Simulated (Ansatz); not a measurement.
**Bi2Se3 quintuple layer monolayer in a perpendicular field**

Aim: how the Bi2Se3 quintuple layer monolayer screens a field along its normal, and what the field does to its bands. A positive field points along +c.

Method: plane-wave DFT, PBE-D3(BJ), Ansatz PAW, in the first sound run; inputs show where later runs differ, in Ansatz 0.2.0.

### 1. The structure

The cell holds 5 atoms: 3 Se and 2 Bi. Cell: a = 4.190 Å, b = 4.190 Å, c = 25.200 Å, α = 90.0°, β = 90.0°, γ = 120.0°. Vacuum lies along c.

### 2. Relaxation

The starting cell is a guess, so the in-plane lattice and the atoms are relaxed first, with the slab cut off from its images along the normal. The program lengthens the vector along the normal by itself, so c and the volume that it reports differ from the typed ones.

File input.yaml:

```yaml
crystal:
  lattice:
    - [4.19, 0.0, 0.0]
    - [-2.095, 3.6286464419, 0.0]
    - [0.0, 0.0, 25.2]
  atoms:
    - { symbol: Se, position: [0.3333333333, 0.6666666667, 0.3571428571] }
    - { symbol: Bi, position: [0.6666666667, 0.3333333333, 0.4226190476] }
    - { symbol: Se, position: [0.0, 0.0, 0.5] }
    - { symbol: Bi, position: [0.3333333333, 0.6666666667, 0.5773809524] }
    - { symbol: Se, position: [0.6666666667, 0.3333333333, 0.6428571429] }
  periodic: [true, true, false]
kpoints:
  mp_grid: { grid: [12, 12, 1] }
hamiltonian:
  xc: pbe
  dispersion: d3bj
scf:
  occupations: { method: fermi_dirac, width: 0.05 }
  convergence: { dr2_threshold: 1.0e-09 }
relax:
  f_tol: 0.004
  max_steps: 90
  cell: {}
output:
  write_potential: true
  write_density: true
  volumetric_format: npy
```

Launch:

```console
ansatz run input.yaml --threads 4 --pin off --max-ram 6144MiB --backend cpu --events-out ev --progress --plain --runs-dir out
```

Numbers of over 12 decimals in the logs are rounded to 6 here.

The program printed:

```text
Warning: crystal.periodic: the lattice vector that does not repeat stood 0.000° off the slab's normal, 25.200 Å along it as the deck builds it. The run solves the slab on a vector along the normal, 38.200 Å long, with every atom where it was (on the deck's vector they left 18.00 Å outside them, and the widest stretch free of ions among them is 1.95 Å). A fractional position that the run reports is one of the run's ce [...]
Warning: relax.cell: scf.convergence.dr2_threshold = 1e-9 eV is looser than the 1.69010275781e-10 eV advised for a relaxation that steers and ends on the stress (1e-10 eV for each atom of the cell: 5, times the square of relax.cell.stress_2d_tol = 0.05 N/m over 17.2 Å (the atoms' height at the walk's start and 5 Å past either face), 2.907e-2 GPa, over a crystal's default 0.05). What an SCF threshold leaves in a stress goes as its square root, and in the free energy as the threshold itself, and one threshold admits the most on a small cell: [figures from the program's tests cut] Set scf.convergence.dr2_threshold to 1.69010275781e-10 eV or tighter. [rest of the remark cut]
crystal.periodic: the lattice vector that does not repeat stood 0.000° off the slab's normal, 25.200 Å along it as the deck builds it. The run solves the slab on a vector along the normal, 38.200 Å long, with every atom where it was (on the deck's vector they left 18.00 Å outside them, and the widest stretch free of ions among them is 1.95 Å). A fractional position that the run reports is one of the run's cell, which [...]
Engine: ansatz 0.2.0, aarch64-unknown-linux-gnu
Pseudopotentials: kind: paw
Pseudopotential: Se, paw, valence charge 16, recommended cutoff 420 eV (normal), Se.paw.azcp
Pseudopotential: Bi, paw, valence charge 15, recommended cutoff 420 eV (normal), Bi.paw.azcp
Functional definition: PBE
  parameter kappa = 0.804
  parameter beta = 0.066725
  exchange = pbe_x(kappa = kappa, mu = beta*pi^2/3)
  correlation = pbe_c(beta = beta)
Crystal: 5 atoms, lattice volume = 580.794 Å³
Basis set: ecut = 420 eV, 11197 PW (Γ), exchange–correlation on 60×60×512 points (8 copies of the dense FFT grid, shifted against one another)
Bands: 47, of which v1, the nominal top of the filled ones, is band 39 counted from 1 (38 counted from 0)
Symmetry: 12 space group operations
Space group: P-3m1 (ITA 164), of the structure as read, at distance tolerance 8.3e-5 Å
k-points: 19 of 144
Non-local potential: Se, projectors of the file, l = 0: 2, l = 1: 2, l = 2: 3, l = 3: 1
Non-local potential: Bi, projectors of the file, l = 0: 2, l = 1: 2, l = 2: 2, l = 3: 2
PAW form: soft (Blöchl's): semilocal exchange-correlation on the pseudo side does not see the compensation charge
PAW one-centre angular grid: Se, 590 points (default); XC on 64 Gauss nodes
PAW one-centre angular grid: Bi, 590 points (default); XC on 64 Gauss nodes
Initial density: superposition of atomic densities (neutral atoms: chi_scale 0, normalization atom), corrected by the library's trained network
Initial wavefunctions: pseudopotential atomic-orbital guess
Functional: x = pbe(κ = 0.804, μ = 0.219515), c = pbe(β = 0.066725)
SCF iter   1: F=—  HF=-41203.751623 eV  |F-HF|=—  |Δ(HF+E_count)|=         —  Δρ=6.32e-4  dr2=3.79e-3  ethr=1.77e-3  ⟨swp⟩=16.5  Hψ=5234  notcnv=0  defer=3
preconditioner: auto → Resta (q_TF=auto, 1.952 Å⁻¹)  ε∞=1.8  [insulator: Δε(μ)=0.983 eV  Ē_g=8.976 eV  σ=0.050 eV  W_gap=1.00  n_scr=88 (ndim 8)  ℏωp=8.2 eV  f_vac=0.724  D(μ)=0.00/eV (n_scr^D=0)  ε∞_Penn≈1.8  vacuum switching on, ρ_ref=5.8e-3 e/Å³]
SCF iter   2: F=—  HF=-41203.753104 eV  |F-HF|=—  |Δ(HF+E_count)|=   1.48e-3  Δρ=3.28e-4  dr2=2.61e-3  ethr=4.86e-6  ⟨swp⟩=4.8  Hψ=2609  notcnv=0  defer=29
SCF iter   3: F=—  HF=-41203.753317 eV  |F-HF|=—  |Δ(HF+E_count)|=   2.13e-4  Δρ=2.74e-4  dr2=2.64e-3  ethr=3.35e-6  ⟨swp⟩=2.0  Hψ=1005  notcnv=0  defer=29
SCF iter   4: F=—  HF=-41203.753184 eV  |F-HF|=—  |Δ(HF+E_count)|=   1.33e-4  Δρ=1.03e-4  dr2=4.35e-5  ethr=3.35e-6  ⟨swp⟩=1.6  Hψ=919  notcnv=0  defer=29
SCF iter   5: F=—  HF=-41203.753307 eV  |F-HF|=—  |Δ(HF+E_count)|=   1.23e-4  Δρ=2.55e-5  dr2=6.20e-6  ethr=5.57e-8  ⟨swp⟩=3.2  Hψ=1459  notcnv=0  defer=29
SCF iter   6: F=—  HF=-41203.753150 eV  |F-HF|=—  |Δ(HF+E_count)|=   1.57e-4  Δρ=7.69e-6  dr2=3.61e-7  ethr=7.95e-9  ⟨swp⟩=3.3  Hψ=1567  notcnv=0  defer=29
SCF iter   7: F=—  HF=-41203.753151 eV  |F-HF|=—  |Δ(HF+E_count)|=   1.10e-6  Δρ=2.01e-6  dr2=3.38e-8  ethr=4.63e-10  ⟨swp⟩=3.3  Hψ=1704  notcnv=0  defer=29
SCF iter   8: F=—  HF=-41203.753151 eV  |F-HF|=—  |Δ(HF+E_count)|=   5.64e-8  Δρ=6.52e-7  dr2=1.80e-9  ethr=4.34e-11  ⟨swp⟩=2.8  Hψ=1713  notcnv=0  defer=29
SCF iter   9: F=-41203.753151 eV  HF=-41203.753151 eV  |F-HF|=1.46e-9  |Δ(HF+E_count)|=   2.54e-8  Δρ=1.46e-7  dr2=1.77e-10  ethr=1.28e-12  ⟨swp⟩=12.3  Hψ=6762  notcnv=0
SCF 1 converged in 9 iterations: F = -41203.753151 eV  dr2 = 1.77e-10
  greatest PAW one-centre occupation: 1.000 electrons in one spin orbital (limit 2), on the Se atom at site 4 (counted from 0), in its partial waves of l = 2
relax step   1: F+E_penalty+E_count = -41203.75315076 eV  Δ(F+E_penalty+E_count) = +0.000e0 eV  max|allowed force component| = 6.557e-1 eV/Å  Δτ_max = 0.0000 Å  P = -2.981 N/m  Ω = 580.794 Å³  fix = [c, alpha, beta]  reactions: c -0.000 N/m  (9 SCF iters, accepted)
Crystal: 5 atoms, lattice volume = 569.141 Å³
Basis set: ecut = 420 eV, 10981 PW (Γ), exchange–correlation on 60×60×512 points (8 copies of the dense FFT grid, shifted against one another)
Initial density: handed on by an earlier stage of this run
Initial wavefunctions: those handed on with the density
iter 1 solved again at ethr=1.10e-4 eV; its pass at ethr=3.10e-3 eV (dr2=8.61e-2 eV) is discarded
SCF iter   1: F=—  HF=-41203.812386 eV  |F-HF|=—  |Δ(HF+E_count)|=         —  Δρ=2.45e-3  dr2=8.73e-2  ethr=1.10e-4  ⟨swp⟩=3.5  Hψ=4911  notcnv=0
preconditioner: auto → Resta (q_TF=auto, 1.959 Å⁻¹)  ε∞=1.8  [insulator: Δε(μ)=0.764 eV  Ē_g=9.352 eV  σ=0.050 eV  W_gap=1.00  n_scr=88 (ndim 8)  ℏωp=8.2 eV  f_vac=0.733  D(μ)=0.00/eV (n_scr^D=0)  ε∞_Penn≈1.8  vacuum switching on, ρ_ref=6.3e-3 e/Å³]
SCF iter   2: F=—  HF=-41203.813944 eV  |F-HF|=—  |Δ(HF+E_count)|=   1.56e-3  Δρ=1.94e-3  dr2=1.25e-1  ethr=1.10e-4  ⟨swp⟩=4.6  Hψ=1758  notcnv=0
SCF iter   3: F=—  HF=-41203.800014 eV  |F-HF|=—  |Δ(HF+E_count)|=   1.39e-2  Δρ=1.03e-3  dr2=1.02e-2  ethr=1.10e-4  ⟨swp⟩=3.7  Hψ=1354  notcnv=0  defer=1
SCF iter   4: F=—  HF=-41203.798965 eV  |F-HF|=—  |Δ(HF+E_count)|=   1.05e-3  Δρ=3.14e-4  dr2=5.79e-4  ethr=1.31e-5  ⟨swp⟩=2.2  Hψ=1318  notcnv=0  defer=2
[...]
SCF iter   1: F=—  HF=-41203.852541 eV  |F-HF|=—  |Δ(HF+E_count)|=         —  Δρ=1.28e-3  dr2=2.58e-2  ethr=3.72e-5  ⟨swp⟩=3.0  Hψ=4340  notcnv=0
preconditioner: auto → Resta (q_TF=auto, 1.960 Å⁻¹)  ε∞=1.8  [insulator: Δε(μ)=0.907 eV  Ē_g=9.212 eV  σ=0.050 eV  W_gap=1.00  n_scr=88 (ndim 8)  ℏωp=8.2 eV  f_vac=0.728  D(μ)=0.00/eV (n_scr^D=0)  ε∞_Penn≈1.8  vacuum switching on, ρ_ref=6.2e-3 e/Å³]
SCF iter   2: F=—  HF=-41203.853843 eV  |F-HF|=—  |Δ(HF+E_count)|=   1.30e-3  Δρ=1.14e-3  dr2=4.64e-2  ethr=3.31e-5  ⟨swp⟩=3.8  Hψ=1576  notcnv=0
SCF iter   3: F=—  HF=-41203.848994 eV  |F-HF|=—  |Δ(HF+E_count)|=   4.85e-3  Δρ=5.57e-4  dr2=3.04e-3  ethr=3.31e-5  ⟨swp⟩=2.8  Hψ=1252  notcnv=0
SCF iter   4: F=—  HF=-41203.848630 eV  |F-HF|=—  |Δ(HF+E_count)|=   3.64e-4  Δρ=1.42e-4  dr2=9.50e-5  ethr=3.90e-6  ⟨swp⟩=2.8  Hψ=1284  notcnv=0
SCF iter   5: F=—  HF=-41203.848632 eV  |F-HF|=—  |Δ(HF+E_count)|=   2.69e-6  Δρ=4.44e-5  dr2=9.05e-6  ethr=1.22e-7  ⟨swp⟩=3.1  Hψ=1798  notcnv=0
SCF iter   6: F=—  HF=-41203.848640 eV  |F-HF|=—  |Δ(HF+E_count)|=   7.55e-6  Δρ=9.72e-6  dr2=8.15e-7  ethr=1.16e-8  ⟨swp⟩=3.2  Hψ=1523  notcnv=0
SCF iter   7: F=—  HF=-41203.848477 eV  |F-HF|=—  |Δ(HF+E_count)|=   1.63e-4  Δρ=3.03e-6  dr2=5.41e-8  ethr=1.04e-9  ⟨swp⟩=3.2  Hψ=1513  notcnv=0
SCF iter   8: F=—  HF=-41203.848477 eV  |F-HF|=—  |Δ(HF+E_count)|=   5.77e-8  Δρ=1.17e-6  dr2=7.15e-9  ethr=6.93e-11  ⟨swp⟩=2.9  Hψ=1684  notcnv=0
SCF iter   9: F=-41203.848477 eV  HF=-41203.848477 eV  |F-HF|=1.67e-9  |Δ(HF+E_count)|=   2.59e-8  Δρ=2.56e-7  dr2=3.98e-10  ethr=1.28e-12  ⟨swp⟩=12.3  Hψ=6827  notcnv=0
SCF 3 converged in 9 iterations: F = -41203.848477 eV  dr2 = 3.98e-10
relax step   3: F+E_penalty+E_count = -41203.84847659 eV  Δ(F+E_penalty+E_count) = -4.954e-2 eV  max|allowed force component| = 1.161e-2 eV/Å  Δτ_max = 0.0975 Å  P = -0.409 N/m  Ω = 567.534 Å³  energy of the carried Pulay correction = +4.424e-4 eV  fix = [c, alpha, beta]  reactions: c -0.000 N/m  (9 SCF iters, accepted)
[...]
relax step   4: F+E_penalty+E_count = -41203.84999564 eV  Δ(F+E_penalty+E_count) = -1.519e-3 eV  max|allowed force component| = 5.641e-3 eV/Å  Δτ_max = 0.0098 Å  P = -0.117 N/m  Ω = 563.912 Å³  energy of the carried Pulay correction = +5.650e-4 eV  fix = [c, alpha, beta]  reactions: c -0.000 N/m  (7 SCF iters, accepted)
[...]
relax step   5: F+E_penalty+E_count = -41203.85005382 eV  Δ(F+E_penalty+E_count) = -5.817e-5 eV  max|allowed force component| = 2.255e-2 eV/Å  Δτ_max = 0.0034 Å  P = -0.005 N/m  Ω = 563.003 Å³  energy of the carried Pulay correction = +5.959e-4 eV  fix = [c, alpha, beta]  reactions: c -0.000 N/m  (7 SCF iters, accepted)
[...]
relax step   6: F+E_penalty+E_count = -41203.85014949 eV  Δ(F+E_penalty+E_count) = -9.567e-5 eV  max|allowed force component| = 8.756e-4 eV/Å  Δτ_max = 0.0046 Å  P = +0.003 N/m  Ω = 562.581 Å³  energy of the carried Pulay correction = +6.103e-4 eV  fix = [c, alpha, beta]  reactions: c +0.000 N/m  (7 SCF iters, accepted)
Initial wavefunctions: pseudopotential atomic-orbital guess (no wavefunctions were taken with the density)
iter 1 solved again at ethr=4.76e-7 eV; its pass at ethr=3.10e-3 eV (dr2=3.71e-4 eV) is discarded
SCF iter   1: F=—  HF=-41203.849371 eV  |F-HF|=—  |Δ(HF+E_count)|=         —  Δρ=1.77e-5  dr2=3.40e-7  ethr=4.76e-7  ⟨swp⟩=5.7  Hψ=8363  notcnv=0
eigensolver tolerance schedule: the retry pair's looser diagonalisation over-reported the residual by 1088.55 of it (diagonalisation noise at 0.20 of the residual, at the tolerance the schedule requests for it); recorded, not acted on — ethr = c·dr2/N_el stays at c = 1.0e-1
SCF iter   2: F=—  HF=-41203.849497 eV  |F-HF|=—  |Δ(HF+E_count)|=   1.26e-4  Δρ=8.59e-6  dr2=7.73e-8  ethr=4.36e-10  ⟨swp⟩=5.4  Hψ=3059  notcnv=0
SCF iter   3: F=—  HF=-41203.849497 eV  |F-HF|=—  |Δ(HF+E_count)|=   9.51e-8  Δρ=1.96e-6  dr2=4.34e-8  ethr=9.91e-11  ⟨swp⟩=2.7  Hψ=1727  notcnv=0
SCF iter   4: F=—  HF=-41203.849497 eV  |F-HF|=—  |Δ(HF+E_count)|=  8.44e-10  Δρ=1.22e-6  dr2=1.97e-8  ethr=5.57e-11  ⟨swp⟩=2.8  Hψ=1207  notcnv=0
SCF iter   5: F=-41203.849497 eV  HF=-41203.849497 eV  |F-HF|=7.71e-10  |Δ(HF+E_count)|=   1.41e-9  Δρ=6.31e-7  dr2=6.54e-10  ethr=1.28e-12  ⟨swp⟩=15.9  Hψ=8126  notcnv=0
SCF 7 converged in 5 iterations: F = -41203.849497 eV  dr2 = 6.54e-10
relax step   7: F+E_penalty+E_count = -41203.84949733 eV  Δ(F+E_penalty+E_count) = +6.522e-4 eV  max|allowed force component| = 9.735e-4 eV/Å  Δτ_max = 0.0000 Å  P = +0.005 N/m  Ω = 562.581 Å³  fix = [c, alpha, beta]  reactions: c +0.000 N/m  stress off target by 4.98e-3 N/m on what of the cell is left free  SCF on the basis re-selected at this cell (its energy is not comparable with the rows above)  (5 SCF iters)
basis re-selected at this cell: Δ(F+E_penalty+E_count) = +6.522e-4 eV, ΔP = +0.002 N/m vs the last step (what re-selecting the basis moved, of the pressure what is left beyond the Pulay correction that the steps carried, after the strain that the cell walked since its last selection, with what the two solves' SCF thresholds leave and, on support functions, any second-order correction that the steps lacked; it is no m [...]
SCF converged after 5 iterations
Free energy (F): -41203.849497 eV
Harris-Foulkes:  -41203.849497 eV  (|F-HF|=7.71e-10)
Internal energy: -41203.849492 eV  (E = F + TS)
E sigma→0 (E₀):  -41203.849494 eV
Entropy (-TS):   -0.000006 eV (-0.001 meV/atom)
Fermi energy:    -5.387379 eV
--- Per-component energies (eV) ---
  E_band       = -2462.280721
  E_kinetic    = 956.977939
  E_local      = -255614.856355  (includes V_loc(G=0)·N_el)
  E_nonlocal   = -663.350739
  E_hartree    = 126678.780849
  E_xc         = -616.430593
  E_vxc        = -584.032323  (∫ρ·V_xc dr)
  E_paw        = -27059.082843  (= ΣΔE_a)
  E_vpaw       = 85.416032  (= ΣTr[D̂ρ^β])
  E_aug_tail   = -0.002637  (compensation charges beyond the density's cutoff)
  E_ewald      = 115115.709031
  E_disp       = -1.594144  (pairwise vdW)
  E_smearing   = -0.000006  (= −TS)
  E_closure    = -0.000000  (closes the sum)
  Σ components = -41203.849497   (vs F -41203.849497, Δ=0.00e0)
--- Forces (eV/Å), atoms counted from 1 ---
  atom   1  Se     0.00000000    -0.00000000    -0.00035351
  atom   2  Bi     0.00000000     0.00000000     0.00097350
  atom   3  Se     0.00000000     0.00000000     0.00000000
  atom   4  Bi     0.00000000    -0.00000000    -0.00097350
  atom   5  Se     0.00000000     0.00000000     0.00035351
  max |Σ_I F_I| component: 4.63e-18 eV/Å
--- 2D stress c σ (N/m, compression-positive) ---
        0.004979       0.000000      -0.000000
        0.000000       0.004979      -0.000000
       -0.000000      -0.000000       0.000000
  P = ½ c Tr σ = 0.0050 N/m
--- Band table (eV; the first three rows and the last of 19) ---
  k-point 0: bands = [... 35 lower, -6.6841, -6.5773, -6.5773, -6.2981, -4.9947, -3.7471, -3.7471, -3.2387, ... 4 higher]
  k-point 1: bands = [... 35 lower, -7.0239, -6.5419, -6.3453, -5.9947, -4.5601, -3.9923, -3.6347, -3.0249, ... 4 higher]
  k-point 2: bands = [... 35 lower, -7.2424, -6.5314, -6.2731, -6.0077, -4.2686, -3.4755, -3.3946, -3.0608, ... 4 higher]
  k-point 18: bands = [... 35 lower, -8.2301, -7.2688, -6.3459, -6.3459, -3.6374, -2.8333, -2.8333, -1.5766, ... 4 higher]
  the weakly bound empty levels are not read free of the cell's end (no_gap_told)
--- Relaxed structure (6 steps of the walk, 6 accepted, 1 SCFs on fresh bases) ---
  F+E_penalty+E_count = -41203.84949733 eV   max|allowed force component| = 9.735e-4 eV/Å   (the final SCF, on the basis selected at the relaxed cell)
  cell:  # Å, volume = 562.5807 Å³
    - [4.123779, 0, 0]
    - [-2.061890, 3.571298, 0]
    - [0, 0, 38.200000]
  atoms:
    - { symbol: Se, position: [0.333333, 0.666667, 0.237745] }
    - { symbol: Bi, position: [0.666667, 0.333333, 0.279103] }
    - { symbol: Se, position: [0, 0, 0.329843] }
    - { symbol: Bi, position: [0.333333, 0.666667, 0.380583] }
    - { symbol: Se, position: [0.666667, 0.333333, 0.421941] }
```

It took 47 s on 4 threads of Arm Neoverse V2, shared host; peak memory 1.2 GiB.

The steps of the relaxation:

```csv
step,energy less that of the first step (eV),largest force component (eV/Å),volume (Å³)
1,0.0000,0.6557,580.79
2,-0.0458,0.5708,569.14
3,-0.0953,0.0116,567.53
4,-0.0968,0.0056,563.91
5,-0.0969,0.0226,563.00
6,-0.0970,0.0009,562.58
7*,-0.0963,0.0010,562.58
```

Relaxation steps marked * repeat the geometry before them on a plane-wave basis chosen anew for their cell, so energy and pressure can jump there.

The run keeps the 12 symmetry operations that it works with, so distortions that break them were not tested.

```csv
cell as run,before,after,change
a (Å),4.190,4.124,-1.6 %
b (Å),4.190,4.124,-1.6 %
```

The atoms that moved most (Å, along periodic axes as changes of fractional coordinates times the final cell, across vacuum about the mean position):

```csv
atom,dx,dy,dz,length
Se1,0.000,0.000,0.082,0.082
Se5,0.000,0.000,-0.082,0.082
Bi4,0.000,0.000,-0.012,0.012
Bi2,0.000,0.000,0.012,0.012
```

Final coordinates:

```xyz
5
Lattice="4.1238 0.0000 0.0000 -2.0619 3.5713 0.0000 0.0000 0.0000 38.2000" Properties=species:S:1:pos:R:3
Se    0.0000    2.3809    9.0819
Bi    2.0619    1.1904   10.6617
Se    0.0000    0.0000   12.6000
Bi    0.0000    2.3809   14.5383
Se    2.0619    1.1904   16.1181
```

The lattice constant a goes from 4.190 to 4.124 Å.

(Continued in part 2 of 3.)

[Logs are printed without paths, hosts, clocks, repeated set-up lines and the standing remarks that a program may print on its own settings, such as how far it seeks lower states.]

[Hosts, paths, dates, database ids (printed as entryN), source tags and the programs' standing remarks are cut or masked in the printed files.]

[Maps of the electrostatic potential energy from Ansatz leave out the sawtooth potential of an applied field or a dipole correction, so their vacuum need not be flat; planar profiles and work functions include it.]
